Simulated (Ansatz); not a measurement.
# Photoemission of Si(111) with F on 75 % of the top atoms and H on the rest, part 3 of 3

Wanted: the XPS lines and the band structure of Si(111) with F on 75 % of the top atoms and H on the rest.

Ansatz 0.2.0; DFT, PBE, plane-wave PAW, default files, scalar-relativistic.

So far, gap on the k-mesh (eV): step 2 (relaxation) 1.03.

## 3. Layer-resolved bands, DOS and potential (continued)

From the valence-band maximum. The planar mean, electrostatic potential by z:

| z (Å) | planar mean, electrostatic potential (eV) |
| --- | --- |
| 0 | 5.37 |
| 1 | 4.73 |
| 2 | 4.59 |
| 3 | 4.59 |
| 4 | 4.59 |
| 5 | 4.58 |
| 6 | 4.45 |
| 7 | 2.02 |
| 8 | -4.11 |
| 9 | -11.0 |
| 10 | -0.0679 |
| 11 | -2.02 |
| 12 | -11.3 |
| 13 | -2.12 |
| 14 | 0.0712 |
| 15 | -11.1 |
| 16 | -4.23 |
| 17 | 0.852 |
| 18 | 5.80 |
| 19 | 6.14 |
| 20 | 6.15 |
| 21 | 6.15 |
| 22 | 6.15 |
| 23 | 6.11 |

The intensity has structure finer than the step of the table below, so its rows give means over 1 eV, whole bins alone (the curve runs from -26.4 to 1.44 eV). Peaks (eV: height): F K -5.3: 99.7; F K, E along x -5.3: 136; F K, E along y -5.3: 136; F K, E along z -7.1: 55.2; Si K-beta -1.8: 99.9.

Shapes are the site's partial DOS without matrix elements, which overweights lines from ligand s bands. Intensity against emission energy less the core level's binding energy, zero at the valence-band maximum; means over each step; 7 of 9 lines; values in % of the unpolarised maximum:

| emission energy less the core level's binding energy (eV) | F K | F K, E along x | F K, E along y | F K, E along z | Si K-beta | Si K-beta, E along x | Si K-beta, E along y |
| --- | --- | --- | --- | --- | --- | --- | --- |
| -25 | 0.291 | 0.0528 | 0.0528 | 0.768 | 0.843 | 0.198 | 0.198 |
| -24 | 0.310 | 0.0586 | 0.0586 | 0.812 | 0.888 | 0.217 | 0.217 |
| -23 | 0.185 | 0.0654 | 0.0654 | 0.425 | 0.548 | 0.213 | 0.213 |
| -22 | 0.135 | 0.0734 | 0.0734 | 0.257 | 0.381 | 0.225 | 0.225 |
| -21 | 0.124 | 0.0831 | 0.0831 | 0.205 | 0.332 | 0.249 | 0.249 |
| -20 | 0.128 | 0.0947 | 0.0947 | 0.195 | 0.332 | 0.284 | 0.284 |
| -19 | 0.141 | 0.109 | 0.109 | 0.205 | 0.357 | 0.329 | 0.329 |
| -18 | 0.161 | 0.127 | 0.127 | 0.230 | 0.404 | 0.388 | 0.388 |
| -17 | 0.190 | 0.150 | 0.150 | 0.271 | 0.475 | 0.469 | 0.469 |
| -16 | 0.230 | 0.179 | 0.179 | 0.332 | 0.579 | 0.581 | 0.581 |
| -15 | 0.287 | 0.218 | 0.218 | 0.425 | 0.736 | 0.749 | 0.749 |
| -14 | 0.373 | 0.272 | 0.272 | 0.575 | 0.997 | 1.02 | 1.02 |
| -13 | 0.513 | 0.348 | 0.348 | 0.843 | 1.50 | 1.55 | 1.55 |
| -12 | 0.794 | 0.464 | 0.464 | 1.45 | 2.85 | 2.95 | 2.95 |
| -11 | 1.52 | 0.659 | 0.659 | 3.25 | 6.50 | 6.82 | 6.82 |
| -10 | 3.32 | 1.03 | 1.03 | 7.91 | 11.9 | 12.8 | 12.8 |
| -9 | 6.89 | 1.72 | 1.72 | 17.2 | 15.1 | 16.7 | 16.7 |
| -8 | 12.5 | 3.39 | 3.39 | 30.9 | 15.2 | 16.3 | 16.3 |
| -7 | 22.9 | 10.2 | 10.2 | 48.3 | 23.8 | 23.3 | 23.3 |
| -6 | 43.8 | 48.6 | 48.6 | 34.3 | 29.7 | 29.2 | 29.2 |
| -5 | 70.7 | 94.5 | 94.5 | 23.0 | 32.8 | 32.2 | 32.2 |
| -4 | 16.3 | 19.3 | 19.3 | 10.2 | 54.2 | 51.1 | 51.1 |
| -3 | 9.34 | 11.9 | 11.9 | 4.25 | 81.3 | 81.1 | 81.1 |
| -2 | 7.34 | 9.52 | 9.52 | 2.99 | 95.6 | 97.3 | 97.3 |
| -1 | 3.63 | 4.74 | 4.74 | 1.43 | 57.6 | 65.0 | 65.0 |
| 0 | 1.26 | 1.60 | 1.60 | 0.589 | 18.5 | 23.8 | 23.8 |

Broadened DOS, unweighted empty DOS against E, zero at the valence-band maximum; read off at these points:

| E (eV) | broadened DOS, unweighted empty DOS (states/eV/cell) |
| --- | --- |
| -0.96 | 0 |
| -0.76 | 0 |
| -0.46 | 0 |
| -0.26 | 0 |
| 0.04 | 1.1e-4 |
| 0.24 | 0.00352 |
| 0.44 | 0.0546 |
| 0.74 | 0.900 |
| 0.94 | 2.48 |
| 1.14 | 3.64 |
| 1.44 | 4.70 |
| 1.64 | 8.46 |
| 1.94 | 13.7 |
| 2.14 | 13.8 |
| 2.34 | 13.4 |
| 2.64 | 16.8 |
| 2.84 | 19.8 |
| 3.04 | 20.5 |
| 3.34 | 19.3 |
| 3.54 | 18.3 |
| 3.84 | 17.3 |
| 4.04 | 22.7 |

The spectra weight each projected shell by its atomic cross section (Dirac–Hartree–Slater) and angular factor, for unpolarised light with the analyser at 54.7° from the beam. Broadening, on top of any smearing of the DOS itself: a Gaussian of 0.45 eV and a Lorentzian of 0.1 eV plus 0.08 times the binding energy (full widths), Fermi edge at 20 K. Each atom is damped by exp[−depth/(λ cos θ)], θ = 60° from the normal, λ from the universal curve. Curves are cut 10 eV under the photon energy, above any shell that the free atom's threshold puts out of reach, or at the lower edge of the window: 11.2 eV at 21.2 eV, 26.4 eV at 150 eV, 26.4 eV at 1486.7 eV and 26.4 eV at 5950 eV. Dipole terms alone, which is rough above 3 keV; no background, satellites or final-state effects.

How the area divides among the shells (%):

| shell | 21.2 eV | 150 eV | 1486.7 eV | 5950 eV |
| --- | --- | --- | --- | --- |
| F 2s | 0.0 | 20.1 | 33.1 | 27.9 |
| F 2p | 80.0 | 59.3 | 9.4 | 2.1 |
| H 1s | 7.7 | 0.2 | 0.0 | 0.0 |
| Si 3s | 3.3 | 7.0 | 41.5 | 63.3 |
| Si 3p | 9.0 | 13.4 | 15.9 | 6.7 |

Cross sections used, in Mb an electron:

| shell | 21.2 eV | 150 eV | 1486.7 eV | 5950 eV |
| --- | --- | --- | --- | --- |
| F 2s | - | 0.17 | 0.0014 | 3.0e-5 |
| F 2p | 2.0 | 0.16 | 1.3e-4 | 6.9e-7 |
| H 1s | 1.9 | 0.0055 | 3.0e-6 | 2.7e-8 |
| Si 3s | 0.13 | 0.041 | 5.3e-4 | 1.6e-5 |
| Si 3p | 0.15 | 0.034 | 8.8e-5 | 7.5e-7 |

Regions along c: top from 13.9 to 21.2 Å, middle from 10.3 to 13.9 Å, bottom from 3.0 to 10.3 Å.

States with weight above 0.08 nearest the zero at Γ of the zone, within the window kept, -7.5 to 4.9 eV (levels that the program groups as degenerate share a row):

| E (eV) | weight, total | weight, top | weight, middle | weight, bottom |
| --- | --- | --- | --- | --- |
| -1.92 | 0.15 | 0.04 | 0.05 | 0.05 |
| -1.53 | 0.82 | 0.19 | 0.33 | 0.30 |
| -0.91 | 1.99 | 0.24 | 1.25 | 0.50 |
| -0.44 | 1.98 | 0.72 | 0.18 | 1.08 |
| 0.00 | 1.98 | 0.91 | 0.68 | 0.39 |
| 1.58 | 0.64 | 0.41 | 0.17 | 0.06 |
| 1.80 | 0.49 | 0.06 | 0.26 | 0.17 |
| 2.02 | 0.81 | 0.30 | 0.18 | 0.33 |
| 2.36 | 0.97 | 0.07 | 0.47 | 0.43 |
| 3.05 | 0.26 | 0.05 | 0.13 | 0.08 |

The largest force component on a free atom is 0.012 eV/Å, so the atoms are at rest for these settings too.

## 4. Core holes

XPS shifts tell sites apart. Each chosen atom gets a core hole in a self-consistent pass of its own.

input.yaml reads:

```yaml
crystal:
  lattice:
    - [7.6791796437, 0.0, 0.0]
    - [3.8395898218, 6.6503646517, 0.0]
    - [0.0, 0.0, 24.1437769138]
  atoms:
    - { symbol: F, position: [-0.0007259084, -0.0007259084, 0.7104557693] }
    - { symbol: F, position: [0.5014518168, -0.0007259084, 0.7104557693] }
    - { symbol: F_h, position: [-0.0007259084, 0.5014518168, 0.7104557693] }
    - { symbol: H, position: [0.5, 0.5, 0.7066436] }
    - { symbol: Si_h, position: [8.73836e-05, 8.73836e-05, 0.6431147911] }
    - { symbol: Si, position: [0.4998252327, 8.73836e-05, 0.6431147911] }
    - { symbol: Si, position: [8.73836e-05, 0.4998252327, 0.6431147911] }
    - { symbol: Si_h, position: [0.5, 0.5, 0.6446266564] }
    - { symbol: Si_h, position: [0.8318465236, 0.3340767382, 0.6117752062] }
    - { symbol: Si, position: [0.3340767382, 0.3340767382, 0.6117752062] }
    - { symbol: Si, position: [0.8333333333, 0.8333333333, 0.6114140672] }
    - { symbol: Si, position: [0.3340767382, 0.8318465236, 0.6117752062] }
    - { symbol: Si, position: [0.8336710019, 0.3331644991, 0.5137907834] }
    - { symbol: Si, position: [0.3331644991, 0.3331644991, 0.5137907834] }
    - { symbol: Si, position: [0.8333333333, 0.8333333333, 0.5133806996] }
    - { symbol: Si, position: [0.3331644991, 0.8336710019, 0.5137907834] }
    - { symbol: Si_h, position: [0.1666666667, 0.1666666667, 0.4806057891] }
    - { symbol: Si, position: [0.6664915622, 0.1670168756, 0.4806382749] }
    - { symbol: Si, position: [0.1670168756, 0.6664915622, 0.4806382749] }
    - { symbol: Si, position: [0.6664915622, 0.6664915622, 0.4806382749] }
    - { symbol: Si, position: [0.1666666667, 0.1666666667, 0.382862757] }
    - { symbol: Si, position: [0.6666666667, 0.1666666667, 0.382862757] }
    - { symbol: Si, position: [0.1666666667, 0.6666666667, 0.382862757] }
    - { symbol: Si, position: [0.6666666667, 0.6666666667, 0.382862757] }
    - { symbol: Si, position: [0.0, 0.0, 0.350400852] }
    - { symbol: Si, position: [0.5, 0.0, 0.350400852] }
    - { symbol: Si, position: [0.0, 0.5, 0.350400852] }
    - { symbol: Si, position: [0.5, 0.5, 0.350400852] }
    - { symbol: H, position: [0.0, 0.0, 0.289929783] }
    - { symbol: H, position: [0.5, 0.0, 0.289929783] }
    - { symbol: H, position: [0.0, 0.5, 0.289929783] }
    - { symbol: H, position: [0.5, 0.5, 0.289929783] }
kpoints:
  mp_grid: { grid: [3, 3, 1] }
scf:
  occupations: { method: fermi_dirac, width: 0.02 }
  n_extra_bands: 23
hamiltonian:
  xc: pbe
  pseudopotentials: { kind: paw }
output:
  forces: true
  write_potential: true
  volumetric_format: []
  core_levels:
    shells: { F_h: "1s", Si_h: "2p" }
    counted_from: conduction_bottom
    add_spin: always
efield:
  axis: 3
  dipole_correction: true
```

Launch:

```sh
$ ansatz run input.yaml --threads 4 --pin off --max-ram 11264MiB --backend cpu --events-out ev --progress --plain --runs-dir out
```

Numbers of over 12 decimals in the logs are rounded to 6 here.

Log:

```text
[...]
Crystal: 32 atoms, lattice volume = 1233.007 Å³
Basis set: ecut = 420 eV, 24051 PW (Γ), exchange–correlation on 108×108×324 points (8 copies of the dense FFT grid, shifted against one another)
Bands: 84, of which v1, the nominal top of the filled ones, is band 61 counted from 1 (60 counted from 0)
Symmetry: 1 space group operations
[...]
k-points: 5 of 9 (time reversal used)
[...]
SCF iter   1: F=—  HF=-17765.427133 eV  |F-HF|=—  |Δ(HF+E_count)|=         —  Δρ=2.02e-3  dr2=4.64e-1  ethr=1.77e-3  p=-0.433 e·Å  D=-6.35e-2 V/Å  ΔV_dip=1.53 eV  dr2_dipole=3.00e-2  V_vac-E_F(+/−)=5.16/3.63 eV  ⟨swp⟩=8.6  Hψ=2352  notcnv=0  defer=17
[...]
SCF iter   9: F=-17765.361100 eV  HF=-17765.361100 eV  |F-HF|=1.89e-8  |Δ(HF+E_count)|=   1.58e-7  Δρ=7.96e-7  dr2=1.21e-8  ethr=8.20e-11  p=-0.439 e·Å  D=-6.45e-2 V/Å  ΔV_dip=1.56 eV  dr2_dipole=4.52e-11  V_vac-E_F(+/−)=5.63/4.08 eV  ⟨swp⟩=22.4  Hψ=4167  notcnv=0
SCF 1 converged in 9 iterations: F = -17765.361100 eV  dr2 = 1.21e-8
[...]
── core hole 1/5: 1s of F_h 2 ──
── 1s of F_h 2: 684.827 eV over the cell without the hole, in 15 iterations ──
── core hole 2/5: 2p of Si_h 4 ──
── 2p of Si_h 4: 100.727 eV over the cell without the hole, in 14 iterations ──
── core hole 3/5: 2p of Si_h 7 ──
── 2p of Si_h 7: 99.984 eV over the cell without the hole, in 14 iterations ──
── core hole 4/5: 2p of Si_h 8 ──
── 2p of Si_h 8: 99.820 eV over the cell without the hole, in 15 iterations ──
── core hole 5/5: 2p of Si_h 16 ──
── 2p of Si_h 16: 99.908 eV over the cell without the hole, in 15 iterations ──
SCF converged after 9 iterations
Free energy (F): -17765.361100 eV
[...]
Internal energy: -17765.361100 eV  (E = F + TS)
E sigma→0 (E₀):  -17765.361100 eV
Fermi energy:    -0.061742 eV
Dipole field:    D = -0.064461 V/Å  (p = -0.439237 e·Å, saw-weighted, corrected)
Work function:   Φ+ = 5.6326 eV   Φ− = 4.0763 eV
[...]
--- Forces (eV/Å), atoms counted from 1 ---
  atom   1  F        0.00607967     0.00350942    -0.00795653
  atom   2  F       -0.00607963     0.00350954    -0.00795586
  atom   3  F_h      0.00000006    -0.00702091    -0.00795679
  atom   4  H       -0.00000001    -0.00000004     0.01180729
  atom   5  Si_h    -0.00554087    -0.00319794     0.01089069
  atom   6  Si       0.00554089    -0.00319789     0.01089059
  atom   7  Si       0.00000002     0.00639921     0.01089065
  atom   8  Si_h    -0.00000003    -0.00000009     0.00569960
  atom   9  Si_h     0.00142361    -0.00082239    -0.00522587
  atom  10  Si      -0.00142362    -0.00082246    -0.00522595
  atom  11  Si      -0.00000003    -0.00000027    -0.00773877
  atom  12  Si       0.00000002     0.00164400    -0.00522623
  atom  13  Si       0.00302460    -0.00174636     0.00063722
  atom  14  Si      -0.00302459    -0.00174626     0.00063723
  atom  15  Si       0.00000007    -0.00000003     0.00685011
  atom  16  Si      -0.00000010     0.00349243     0.00063709
  atom  17  Si_h    -0.00000008    -0.00000006     0.01090361
  atom  18  Si       0.00000007    -0.00257592    -0.00792703
  atom  19  Si      -0.00223067     0.00128814    -0.00792716
  atom  20  Si       0.00223072     0.00128807    -0.00792714
  atom  21  Si      -0.00000016    -0.00000011    -0.07808281
  atom  22  Si       0.00000014     0.00442610    -0.07525294
  atom  23  Si       0.00383324    -0.00221308    -0.07525303
  atom  24  Si      -0.00383324    -0.00221324    -0.07525301
  atom  25  Si      -0.00235409    -0.00135905     0.85305211
  atom  26  Si       0.00235413    -0.00135915     0.85305203
  atom  27  Si      -0.00000010     0.00271842     0.85305200
  atom  28  Si       0.00000011     0.00000014     0.84495863
  atom  29  H       -0.00001758    -0.00001012    -0.77466046
  atom  30  H        0.00001759    -0.00001015    -0.77466071
  atom  31  H       -0.00000001     0.00002035    -0.77466054
  atom  32  H       -0.00000000     0.00000003    -0.77529500
  max |Σ_I F_I| component: 2.27e-4 eV/Å
--- Band table (eV; the first three rows and the last of 5) ---
  k-point 0: bands = [... 57 lower, -1.0156, -1.0156, -0.5752, -0.5752, 0.4547, 0.4547, 0.4774, 1.0103, ... 19 higher]
  k-point 1: bands = [... 57 lower, -1.9653, -1.5954, -1.4929, -0.9663, 0.5946, 1.2140, 1.2933, 1.2988, ... 19 higher]
  k-point 2: bands = [... 57 lower, -1.9653, -1.5954, -1.4929, -0.9663, 0.5946, 1.2140, 1.2933, 1.2988, ... 19 higher]
  k-point 4: bands = [... 57 lower, -2.3156, -1.9508, -1.9068, -1.7706, 1.4868, 1.6293, 1.7197, 2.0428, ... 19 higher]
--- Core levels from the conduction bottom, as differences alone (as output.core_levels.counted_from types it; a hole's nearest image at 7.7 Å) ---
  the holes have spin, as output.core_levels.add_spin types it
  atom         alike  shell      binding/eV   shift/eV difference/eV images/eV   SCF
  F_h 2            1     1s               –     +0.000       684.827         –    15
  Si_h 4           1     2p               –     +0.000       100.727         –    14
  Si_h 7           1     2p               –     -0.743        99.984         –    14
  Si_h 8           1     2p               –     -0.907        99.820         –    15
  Si_h 16          1     2p               –     -0.820        99.908         –    15
  the dataset of F_h with a 1s hole: scattering error 0.016 eV (0.001 eV in the local channel); free atom: scalar-relativistic, large and small components
  the dataset of Si_h with a 2p hole: scattering error 0.000 eV (0.000 eV in the local channel); free atom: scalar-relativistic, large and small components
  the two lines of Si_h's 2p: 2p1/2 +0.408 eV and 2p3/2 -0.204 eV off its levels, 1 : 2 in strength
  F_h 2 1s: stability_check_not_made
```

Wall time 5.4 min (4 threads of Arm Neoverse V1, shared host); peak memory 2.8 GiB; 21 min of CPU time.

Numbers from this step:

```
Fermi energy        : -0.06174 eV
symmetry operations : 1
```

Levels are total-energy differences with one electron taken from the core. The electron stays in the lowest empty state, so these are excitation energies, not binding energies. The hole's nearest image is 7.7 Å away.

| atom | region | shell | level (eV) | shift (eV) | j lines (eV) | doubts |
| --- | --- | --- | --- | --- | --- | --- |
| F3 | adsorbate | 1s | 684.83 | - | - | stability check not made |
| Si5 | layer 1 | 2p | 100.73 | +0.82 | 101.14 / 100.52 | - |
| Si8 | layer 1 | 2p | 99.98 | +0.08 | 100.39 / 99.78 | - |
| Si9 | layer 2 | 2p | 99.82 | -0.09 | 100.23 / 99.62 | - |
| Si17 | middle | 2p | 99.91 | +0.00 | 100.32 / 99.70 | - |

Levels of p, d and f shells are means over their two j lines, weighted by degeneracy; the splitting comes from the atom's own solve. Shifts count from the last listed atom of each element. With the electron kept in the cell, its attraction to the hole differs by site and enters these shifts.

The Si 2p lines of the listed atoms alone (other atoms of the cell aren't counted), as Gaussians 0.8 eV wide, no depth weighting. Intensity against Si 2p level; read off at these points:

| Si 2p level (eV) | intensity (%) |
| --- | --- |
| 98.20 | 0.00718 |
| 98.40 | 0.0743 |
| 98.60 | 0.554 |
| 98.80 | 2.94 |
| 99.00 | 11.2 |
| 99.20 | 30.6 |
| 99.40 | 60.5 |
| 99.60 | 88.3 |
| 99.80 | 99.8 |
| 99.84 | 100.0 |
| 100.00 | 96.6 |
| 100.20 | 89.9 |
| 100.40 | 81.4 |
| 100.60 | 66.0 |
| 100.80 | 46.4 |
| 101.00 | 30.4 |
| 101.20 | 20.0 |
| 101.40 | 12.1 |
| 101.60 | 5.96 |
| 101.80 | 2.18 |
| 102.00 | 0.576 |
| 102.20 | 0.108 |
| 102.40 | 0.0144 |
| 102.60 | 0.00135 |

## 5. Outcome

```yaml
ionisation_potential: 6.15 eV (upper face; lower face 4.59 eV)
electron_affinity_kohn_sham: 5.12 eV (slab's lowest empty level against the upper vacuum)
si_core_shifts_among_the_listed_atoms_from_the_last_listed_one: -0.09 to +0.82 eV
```

The valence top of Si(111) with F on 75 % of the top atoms and H on the rest lies 6.15 eV (upper face; lower face 4.59 eV) below the vacuum and the lowest empty level 5.12 eV below the vacuum of the upper face. Only the strongest levels a point were stored, too few to count surface states. The upper face's value lies 1.56 eV above that of the hydrogen-covered lower face; the difference is the dipole step of the groups. Core shifts: Si -0.09 to +0.82 eV. Among the sites run, the most bound Si 2p level is that of Si5 (layer 1), bonded to 3 Si and 1 F; the least bound, 0.91 eV shallower, that of Si9 (layer 2), bonded to 4 Si. That is the order that electronegative neighbours give as a rule, though screening of the hole enters too. These are excitation energies with the electron kept in the cell, so its attraction to the hole, which differs by site, enters the order. At 21.2 eV the valence spectrum has its highest listed peaks within 10.8 eV at 5.3 eV (F 2p) and 6.9 eV (F 2p). At 1486.7 eV the valence spectrum has its highest listed peaks within 13 eV at 1.8 eV (Si 3p), 2.9 eV (Si 3p), 5.3 eV (F 2p), 6.8 eV (Si 3s) and 9.2 eV (Si 3s), and the deeper F 2s line at 24.4 eV is higher still. The shell named is the one with most of the intensity, cross sections included, not always the one with most states there. In the main run, from 1486.7 eV towards hard X-rays the Si 3s share grows by 22 points, as its cross section falls more slowly with photon energy than those of the shells it gains on. The spectra rest on a 3×3×1 mesh, so closely spaced maxima can be ripples of the mesh. The slab's own atoms span 7.1 Å, so bulk bands appear as a few quantum-well levels, and states of the two faces can mix. The affinity uses the Kohn–Sham gap, which is too small, so the true affinity is lower and the true ionisation potential usually higher.

[Logs are printed without paths, hosts, clocks, repeated set-up lines and the standing remarks that a program may print on its own settings, such as how far it seeks lower states.]

[Hosts, paths, dates, database ids (printed as entryN), source tags and the programs' standing remarks are cut or masked in the printed files.]

[Maps of the electrostatic potential energy from Ansatz leave out the sawtooth potential of an applied field or a dipole correction, so their vacuum need not be flat; work functions include it.]
